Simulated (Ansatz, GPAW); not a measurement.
# Work function of a 7-layer slab of Mo(110) at several levels, part 2 of 2

Wanted: work functions and dipole of a 7-layer slab of Mo(110), with the cost of each level.

GPAW 26.7.0 and Ansatz 0.2.0; Ansatz plane waves; slab in vacuum with a dipole correction, relaxation (the session's first sound run).

So far, upper work function (eV): step 2 (relaxing the atoms, PBE) 4.54; step 5 (OptPBE vdW: xc = "optPBE-vdW", GPAW, PAW setups, GPAW) 4.72; step 6 (self-consistent run: xc = "LDA") 4.84; step 7 (self-consistent run: xc = "vdW-DF2", GPAW, PAW setups, GPAW) 4.82; step 8 (self-consistent run: xc = "revPBE") 4.41.

## Step 11: Atomic orbitals

Atom-centred orbitals end a few angstrom from the surface, which tests how much the density's tail matters.

Input file run.py:

```python
import json
import numpy as np
from ase import Atoms
from gpaw import GPAW

slab = Atoms(
    ['Mo', 'Mo', 'Mo', 'Mo', 'Mo', 'Mo', 'Mo'],
    positions=[
        [0.00000, 0.00000, 7.00000],
        [2.22739, 0.00000, 9.22739],
        [0.00000, 0.00000, 11.45477],
        [2.22739, 0.00000, 13.69731],
        [0.00000, 0.00000, 15.94254],
        [2.22739, 0.00000, 18.19382],
        [0.00000, 0.00000, 20.33271]],
    cell=[[2.22739, -1.575, 0.0], [2.22739, 1.575, 0.0], [0.0, 0.0, 27.36432]],
    pbc=[True, True, False])

slab.calc = GPAW(mode='lcao', basis='dzp', h=0.18, xc='PBE', kpts={'size': (12, 12, 1), 'gamma': True},
                 occupations={'name': 'fermi-dirac', 'width': 0.1}, nbands='120%',
                 convergence={'density': 1e-05}, maxiter=200,
                 poissonsolver={'dipolelayer': 'xy'},
                 symmetry={'tolerance': 1e-3}, txt='slab.txt')
result = {}
energy = slab.get_potential_energy()
fermi = slab.calc.get_fermi_level()
v = slab.calc.get_electrostatic_potential().mean((0, 1)) - fermi
n = slab.calc.get_pseudo_density().mean((0, 1))
L = slab.cell[2, 2]
z = np.arange(len(v)) * L / len(v)
low, high = slab.positions[:, 2].min(), slab.positions[:, 2].max()
below, above = np.interp([low - 4.8, high + 4.8], z, v)
slopes = [np.interp(x, z, np.gradient(v, z)) for x in (low - 4.8, high + 4.8)]
eps = np.array([[slab.calc.get_eigenvalues(k, s) for k in range(len(slab.calc.get_ibz_k_points()))]
                for s in range(slab.calc.get_number_of_spins())]) - fermi
top, bottom = eps[eps < 0].max(), eps[eps > 0].min()
dipole = slab.get_dipole_moment()[2]
print(f'energy {energy:.4f} eV, Fermi level {fermi:.4f} eV, dipole {dipole:.5f} e A')
print(f'potential 4.8 A off the faces, from the Fermi level: lower {below:.4f} eV, upper {above:.4f} eV')
print(f'slope of the potential there: lower {slopes[0]:.5f}, upper {slopes[1]:.5f} eV/A')
print(f'nearest levels on the mesh: {top:.4f} and {bottom:.4f} eV')
print('magnetic moment', round(slab.get_magnetic_moment(), 3))
result.update(energy=energy, fermi=fermi, dipole=dipole, below=below, above=above, slopes=slopes, edges=[top, bottom],
              z=z.tolist(), v=v.tolist(), n=n.tolist(), positions=slab.positions.tolist(),
              forces=slab.get_forces(apply_constraint=False).tolist(), moments=slab.get_magnetic_moments().tolist())
json.dump(result, open('result.json', 'w'))
```

Run with:

```
$ OMP_NUM_THREADS=1 OPENBLAS_NUM_THREADS=1 python run.py
```

Elapsed: 2.5 h, on 1 thread of Arm Neoverse N1, shared host; peak memory 0.68 GiB.

The run was cut off at its time limit.

## Step 12: A second plane-wave code

A second program with its own datasets checks the number independently.

This step: Ansatz plane waves; slab in vacuum with a dipole correction (Ansatz 0.2.0).

Input file input.yaml:

```yaml
crystal:
  lattice:
    - [2.2273863607, -1.575, 0.0]
    - [2.2273863607, 1.575, 0.0]
    - [0.0, 0.0, 27.3643181644]
  atoms:
    - { symbol: Mo, position: [0.0, 0.0, 0.2558075797] }
    - { symbol: Mo, position: [0.5, 0.5, 0.3372050531] }
    - { symbol: Mo, position: [0.0, 0.0, 0.4186025266] }
    - { symbol: Mo, position: [0.5, 0.5, 0.5005535381] }
    - { symbol: Mo, position: [0.0, 0.0, 0.5826030845] }
    - { symbol: Mo, position: [0.5, 0.5, 0.6648737246] }
    - { symbol: Mo, position: [0.0, 0.0, 0.7430371877] }
kpoints:
  mp_grid: { grid: [12, 12, 1] }
hamiltonian:
  xc: pbe
scf:
  occupations: { method: fermi_dirac, width: 0.1 }
efield:
  axis: 3
  dipole_correction: true
  ramp_width: 0.05
output:
  forces: true
  write_potential: true
  write_density: true
  volumetric_format: npy
```

Run with:

```
$ ansatz run input.yaml --threads 4 --pin off --max-ram 8192MiB --backend cpu --events-out ev --progress --plain --runs-dir out
```

Run time: 43 s. Hardware: 4 threads; peak memory 0.79 GiB.

Numbers from this step:

- upper work function: 4.544 eV
- lower work function: 4.646 eV
- dipole along the normal: 0.003980 e·Å
- dipole field: 0.003751 V/Å

The electrostatic potential energy of an electron (with the applied field's), less the Fermi level, planar mean oscillates, so the rows of the table below give means over windows of 2.28 Å about each position, cut where the curve ends. Its maxima inside the range that stand out by 2 % of the span (Å: eV): 8.1: -2.14, 10.4: -2.42, 12.5: -2.11, 14.8: -2.04, 17.1: -2.11, 19.2: -3.09. Its minima: 7.0: -23.3, 9.3: -23.7, 11.4: -23.5, 13.7: -23.6, 16.0: -23.6, 18.2: -23.7, 20.4: -23.3.

Table of electrostatic potential energy of an electron (with the applied field's), less the Fermi level, planar mean by z; means over each step:

```tsv
z (Å)	electrostatic potential energy of an electron (with the applied field's), less the Fermi level, planar mean (eV)
1.14	4.64
3.42	4.61
5.70	-2.48
7.98	-12.9
10.26	-13.1
12.54	-12.9
14.82	-12.8
17.10	-12.8
19.38	-13.9
21.66	-2.22
23.94	4.51
26.22	4.55
```

The valence density, planar mean oscillates, so the rows of the table below give means over windows of 2.28 Å about each position, cut where the curve ends. Its maxima inside the range that stand out by 2 % of the span (Å: e/Å³): 7.0: 1.61, 9.3: 1.60, 11.4: 1.60, 13.7: 1.61, 16.0: 1.61, 18.2: 1.60, 20.4: 1.60. Its minima: 8.1: 0.323, 10.4: 0.325, 12.5: 0.317, 14.8: 0.315, 17.1: 0.313, 19.2: 0.361.

Table of valence density, planar mean by z; means over each step:

```tsv
z (Å)	valence density, planar mean (e/Å³)
1.14	4.6e-6
3.42	0.00115
5.70	0.326
7.98	0.911
10.26	0.911
12.54	0.901
14.82	0.900
17.10	0.895
19.38	0.972
21.66	0.308
23.94	0.00106
26.22	4.6e-6
```

Force by atom:

```tsv
atom	x (eV/Å)	y (eV/Å)	z (eV/Å)	size
Mo1	0.000	0.000	0.547	0.547
Mo2	0.000	0.000	-0.654	0.654
Mo3	0.000	0.000	0.108	0.108
Mo4	0.000	0.000	0.002	0.002
Mo5	0.000	0.000	-0.008	0.008
Mo6	0.000	0.000	-0.005	0.005
Mo7	0.000	0.000	0.010	0.010
```

The upper face's work function is 4.544 eV, against 4.536 eV in the first plane-wave PBE run at this geometry.

## Step 13: Side by side

Results and costs are gathered.

This step: comparison of work functions, dipole and cost (GPAW 26.7.0).

Ladder, by row:

```tsv
step	code	work function, upper (eV)	work function, lower (eV)	dipole (e Å)	wall time (s)	peak memory (GiB)	threads
pw	GPAW	4.536	4.639	0.003998	1360	0.4	1
RPBE	GPAW	4.387	4.489	0.003973	1308	0.4	1
optPBE-vdW	GPAW	4.718	4.816	0.003808	1476	0.53	1
LDA	GPAW	4.835	4.935	0.003865	1306	0.4	1
vdW-DF2	GPAW	4.822	4.916	0.003613	1443	0.53	1
revPBE	GPAW	4.407	4.51	0.004002	1372	0.4	1
ansatz	Ansatz	4.544	4.646	0.00398	43	0.79	4
```

## Step 14: Summary of results

| Item | Value |
| --- | --- |
| work function, upper and lower face | 4.536 and 4.639 eV |
| dipole along the normal | 0.00400 e Å |

With plane waves and PBE the work function is 4.54 eV on the upper face and 4.64 eV on the lower. The two faces differ by 0.10 eV, the step that the slab's dipole makes (e p/(ε0 A) gives 0.10 eV), so the dipole layer is needed. The lowest atoms were held at bulk positions, which alone makes the faces unlike. The measured value for this face is 4.95 eV (as compiled in "Anisotropic work function of elemental crystals", 2019, arxiv:1902.07811); the relaxed upper face lies 0.41 eV under it with PBE, and LDA comes nearest (4.84 eV). Measured work functions scatter by a tenth of an eV or more between methods. Over the sound runs of the table the upper face's work function spans 4.387 (RPBE) to 4.835 eV (LDA). The two plane-wave codes differ by 0.0076 eV on the upper face. The in-plane lattice was kept as typed, which isn't the functional's own and leaves some strain; spin-orbit coupling and temperature are left out.

[Logs are printed without paths, hosts, clocks, repeated set-up lines and the standing remarks that a program may print on its own settings, such as how far it seeks lower states.]

[Hosts, paths, dates, database ids (printed as entryN), source tags and the programs' standing remarks are cut or masked in the printed files.]
